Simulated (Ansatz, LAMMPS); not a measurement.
# Li+ BF4- in ethylene carbonate and dimethyl sulfoxide and propylene carbonate, from a frame at 440 K (188 atoms): geometry optimisation, part 2 of 2

Wanted: the relaxed structure of Li+ BF4- in ethylene carbonate and dimethyl sulfoxide and propylene carbonate, from a frame at 440 K (188 atoms) and its electronic structure.

Ansatz 0.2.0; Kohn-Sham DFT, PBE+D4, PAW (set soft_2), plane waves.

The cell: 44 C, 34 O, 76 H, 4 S, 5 B, 20 F and 5 Li. The network of contacts between molecules at the start is that of the classical potential that made the cell. The Brillouin zone is sampled at Γ only, in a cell whose shortest periodic width is 14 Å.

So far. Step 4 (Cell and atoms relaxed): The relaxation changed the energy by -78.7 meV/atom, and atoms moved by 1.1 Å r.m.s., 2.9 Å at most.

## Step 6: Single point at the relaxed geometry (continued)

Valence density in the ab plane at fractional z = 0.084, with atoms of C and H and O and S and B and F within 0.2 Å of it. It is the smooth field of the valence electrons, not physical close to the nuclei.

Ten steps, logarithmic in the rise over the least value, from '0' (0 e/Å³) to '9' (10 e/Å³), each cell a mean:
```
2100000011000000000013553100011344454
2100001233210000000000110012333455454
1000012466531001222100000024555554443
0000002456531013565321100013456653211
0000001233210024677532221001234532000
0000000122100012455422221000012210000
0000000011000000112111110000000000000
0000000000000000000000000000000000000
0000000000001121000000000000000000000
0000000111113564200000000000000000000
0000012443223675310000000000000000000
0000024786422343100000000000000000000
2221014676310000012332110000000110001
7863101222100000013544332100012332124
9984100000000000002344554200013454336
6653101111011100000123343100002334335
2210013543322210000011110000000123443
1000013566543210000000000000000012332
1000001345653100000000000000000001111
0001111234432101232211000000000000000
0013332222221012456543210000000000000
0024542112221002456655432100000000000
0013331101110000123456775310000112211
1000000000000000001246886310001234432
```
Columns run along a (13.1 Å), rows up along b (13.1 Å). Atoms in or near the plane, at fractional coordinates: C at (0.26, 0.24), H at (0.11, 0.09), H at (0.20, 0.29), O at (0.61, 0.03), H at (0.52, 0.44), H at (0.64, 0.38), C at (0.83, 0.86), S at (0.92, 0.95), H at (0.75, 0.89), B at (0.94, 0.33), F at (0.03, 0.39).

Mean Löwdin charges: B +0.87, C -0.01, F -0.38, H +0.21, Li +0.78, O -0.38 e (they miss 1.2 % of the electrons, so they add up to more than the cell's charge).

Local excerpt of 10 atoms (numbers count through the whole input) about S130, one of the 4 S atoms; x, y, z are measured from there.

```csv
atom,x,y,z,distance (Å),Löwdin charge (e)
S130,0.00,0.00,0.00,0.00,1.21
O132,0.97,-0.12,-1.17,1.52,-0.83
C131,0.98,0.76,1.30,1.80,-0.58
C129,-1.06,1.40,-0.38,1.80,-0.59
H134,-1.77,1.07,-1.15,2.37,0.24
H137,1.71,0.03,1.64,2.37,0.22
H135,-1.60,1.68,0.53,2.38,0.22
H133,-0.43,2.23,-0.72,2.38,0.21
H138,1.48,1.64,0.89,2.39,0.20
H136,0.31,1.05,2.12,2.39,0.21
```

## Step 7: A run with a doubtful setting

The input is spoilt on purpose; the run shows how that looks.

Input file input.yaml:

```yaml
crystal:
  lattice:
    - [13.52072, 0.0, 0.0]
    - [0.0, 13.52072, 0.0]
    - [0.0, 0.0, 13.52072]
  atoms:
    - { symbol: Cx, position: [0.63375, 0.85386, 0.3589] }
    - { symbol: C, position: [0.60481, 0.77275, 0.27982] }
    - { symbol: C, position: [0.4962, 0.74866, 0.28064] }
    - { symbol: O, position: [0.45045, 0.82332, 0.2241] }
    - { symbol: C, position: [0.5228, 0.84066, 0.1528] }
    - { symbol: O, position: [0.51265, 0.88887, 0.07922] }
    - { symbol: O, position: [0.61627, 0.80489, 0.18512] }
    - { symbol: H, position: [0.60749, 0.83624, 0.43005] }
    - { symbol: H, position: [0.60439, 0.92508, 0.34016] }
    - { symbol: H, position: [0.714, 0.86254, 0.35861] }
    - { symbol: H, position: [0.65159, 0.70848, 0.29494] }
    - { symbol: H, position: [0.47324, 0.67812, 0.2389] }
    - { symbol: H, position: [0.4707, 0.73922, 0.36] }
    - { symbol: C, position: [0.85925, 0.17641, 0.49157] }
    - { symbol: C, position: [0.89672, 0.12025, 0.58076] }
    - { symbol: C, position: [0.81858, 0.12117, 0.66708] }
    - { symbol: O, position: [0.75596, 0.04329, 0.63332] }
    - { symbol: C, position: [0.82057, 0.98131, 0.59542] }
    - { symbol: O, position: [0.79778, 0.89497, 0.58336] }
    - { symbol: O, position: [0.91088, 0.02021, 0.56478] }
    - { symbol: H, position: [0.91663, 0.18925, 0.43258] }
    - { symbol: H, position: [0.82689, 0.24698, 0.51605] }
    - { symbol: H, position: [0.80103, 0.13487, 0.45834] }
    - { symbol: H, position: [0.96436, 0.15638, 0.5986] }
    - { symbol: H, position: [0.85077, 0.09469, 0.73783] }
    - { symbol: H, position: [0.76934, 0.18454, 0.66795] }
    - { symbol: C, position: [0.9733, 0.80858, 0.83749] }
    - { symbol: C, position: [0.93458, 0.70456, 0.85268] }
    - { symbol: C, position: [0.9838, 0.62352, 0.8014] }
    - { symbol: O, position: [0.07588, 0.62307, 0.84764] }
    - { symbol: C, position: [0.04444, 0.63296, 0.9476] }
    - { symbol: O, position: [0.09966, 0.62044, 0.01895] }
    [... 150 atom lines left out ...]
    - { symbol: F, position: [0.00768, 0.19644, 0.87395] }
    - { symbol: Li, position: [0.30237, 0.83099, 0.23127] }
    - { symbol: Li, position: [0.87926, 0.17297, 0.96501] }
    - { symbol: Li, position: [0.74308, 0.76583, 0.62207] }
    - { symbol: Li, position: [0.3842, 0.42348, 0.36465] }
    - { symbol: Li, position: [0.13834, 0.48379, 0.08496] }
kpoints:
  mp_grid: { grid: [1, 1, 1] }
hamiltonian:
  xc: pbe
  dispersion: d4
scf:
  occupations: { method: fixed }
  max_iter: 80
output:
  forces: true
```

Run with:

```
$ ansatz run input.yaml --threads 4 --pin off --max-ram 8192MiB --backend cpu --events-out ev --progress --plain --runs-dir out
```

Wall time 0.02 s (4 threads of Arm Neoverse V2, shared host); peak memory 0.02 GiB.

The program refused the input before any cycle.

The program's message: “Error: YAML parse error: error: line 7 column 17: `Cx` is not an element symbol (H … Og, case-exact)”

The fault in the input: an unknown element (crystal.atoms[0].symbol = "Cx"). The fix is to type the element's symbol rightly.

## Step 8: What came out

- energy change in the relaxation: -78.65 meV/atom
- r.m.s. displacement: 1.115 Å
- largest displacement: 2.941 Å
- free energy per atom: -282.7374 eV/atom
- pressure: -0.008623 GPa
- r.m.s. force component: 0.00986 eV/Å
- gap (highest filled to lowest empty level): 4.648 eV
- wall time of the 3 DFT runs: 32 min

In words: Relaxation lowers the energy by 78.7 meV/atom and moves atoms by 1.1 Å r.m.s.; the r.m.s. force component goes from 1.1 to 0.0099 eV/Å, the pressure goes from 2.1 to -0.0086 GPa, and the gap from 4.07 to 4.65 eV. Displacements are taken in the final cell, so they leave out its strain. The cell shrank by 11.3 % in volume. First to last step the energy falls by 14.786 eV, across changes of basis; the largest move, 2.94 Å, is that of H38. The highest filled and lowest empty levels differ by 4.65 eV (at Γ alone); a semilocal functional tends to put such gaps too low. In a disordered cell it changes from sample to sample and from frame to frame.

**Limits.** The network of contacts between molecules at the start is that of the classical potential that made the cell; in DFT atoms moved by 1.1 Å r.m.s. The program warns that the dispersion model switches its C6 values near this geometry, which can put artefacts into forces and pressure. The relaxed geometry lies near a switch of the dispersion model's C6 values, so it may be an artefact of their interpolation.

[Logs are printed without paths, hosts, clocks, repeated set-up lines and the standing remarks that a program may print on its own settings, such as how far it seeks lower states.]

[Hosts, paths, dates, database ids (printed as entryN), source tags and the programs' standing remarks are cut or masked in the printed files.]
